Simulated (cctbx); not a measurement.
**Occupancies in Mg7Ir**

Cell a = 6.2190 Å, b = 6.2190 Å, c = 4.9430 Å, α = 90.00°, β = 90.00°, γ = 120.00°; space group P-6m2 (no. 187); nominal formula Mg7Ir.

The data are simulated with cctbx, not measured: Mo Kα, λ = 0.71073 Å, to d = 0.6 Å, 50 % of the full sphere, strongest reflection 40000 counts, noise from counting, a 2 % proportional error and a noise floor of 8 counts (s.d.); no absorption.

With every site full:

```text
Rint 0.018, 357 unique reflections to 0.60 A
cycle     R1     wR2    GooF  max shift (A)
   1  0.2352  0.4790  33.183   0.02297
   3  0.0389  0.0800   5.538   0.00000
final R1 0.0389 wR2 0.0800 GooF 5.538  parameters 12  data/parameter 29.8
atom        x        y        z      Ueq    occ   su(xyz)  su(Uiso or U11)
Ir1    0.00000  0.00000  0.00000   0.0022  1.000  0.00000  0.0002
Mg2    0.33333  0.66667  0.50000   0.0042  1.000  0.00000  0.0017
Mg3    0.83071  0.66142  0.50000   0.0004  1.000  0.00062  0.0011  NPD
Mg4    0.99382  0.49691  0.00000  -0.0093  1.000  0.00131  0.0008  NPD
difference map: max 10.79 min -0.92 rms 0.83
Q1    0.0007  0.5004  0.0000    3   10.89  0.04 A from Mg4
Q2    0.0000  0.0000  0.0000    1    4.88  0.00 A from Ir1
Q3    0.3329  0.1665  0.5000    3    3.72  0.03 A from Mg3
Q4    0.3333  0.6667  0.5000    1    3.72  0.00 A from Mg2
Q5    0.0001  0.4004  0.1904   12    0.61  1.13 A from Mg4
Q6    0.6667  0.3333  0.1049    2    0.59  1.84 A from Mg4
```

With the occupancies of the suspect sites free, each still typed as its main element:

```text
Rint 0.018, 357 unique reflections to 0.60 A
cycle     R1     wR2    GooF  max shift (A)
   1  0.1404  0.3115  21.640   0.00038
  20  0.0069  0.0163   1.132   0.00000
final R1 0.0069 wR2 0.0162 GooF 1.123  parameters 14  data/parameter 25.5
atom        x        y        z      Ueq    occ   su(xyz)  su(Uiso or U11)
Ir1    0.00000  0.00000  0.00000   0.0027  0.833  0.00000  0.0000
Mg2    0.33333  0.66667  0.50000   0.0094  1.000  0.00000  0.0004
Mg3    0.83083  0.66167  0.50000   0.0058  1.000  0.00012  0.0003
Mg4    0.99338  0.49669  0.00000   0.0015  1.228  0.00026  0.0002  NPD
su of occupancy Ir1: 0.005
su of occupancy Mg4: 0.008
difference map: max 0.34 min -0.38 rms 0.07
Q1    0.0000  0.0000  0.1840    2    0.34  0.91 A from Ir1
Q2    0.3334  0.1667  0.0000    3    0.28  1.78 A from Mg4
Q3    0.3333  0.6667  0.0000    1    0.27  1.83 A from Mg4
Q4    0.0888  0.0444  0.2770    6    0.27  1.45 A from Ir1
Q5    0.1747  0.3494  0.0000    3    0.25  1.77 A from Mg4
Q6    0.3619  0.1810  0.2768    6    0.24  1.11 A from Mg3
```

**Question.** What is the disorder?

X-rays count electrons. Ir1 refines to 0.833(0.005), or 64.1 electrons; the site truly holds 0.85 Ir and 0.15 Mg, 67.2 electrons, which is 0.873 of Ir; Mg4 refines to 1.228(0.008), or 14.7 electrons; the site truly holds 0.95 Mg and 0.05 Ir, 15.2 electrons, which is 1.271 of Mg. A value under 1 can't tell vacancies from a lighter guest, and one over 1 needs a heavier guest; chemistry or a second radiation must settle which. Occupancy correlates with U and the scale, and the two elements' form factors differ in shape, so the match is approximate.

Freeing them takes R1 from 0.0389 to 0.0069 and GooF from 5.54 to 1.12.

The model was made for the exercise: a known structure type with other elements put in, its volume estimated, not relaxed; displacement parameters are assumed.

[Middle refinement cycles are left out of these outputs.]

[Logs are printed without paths, hosts, clocks, repeated set-up lines and the standing remarks that a program may print on its own settings, such as how far it seeks lower states.]
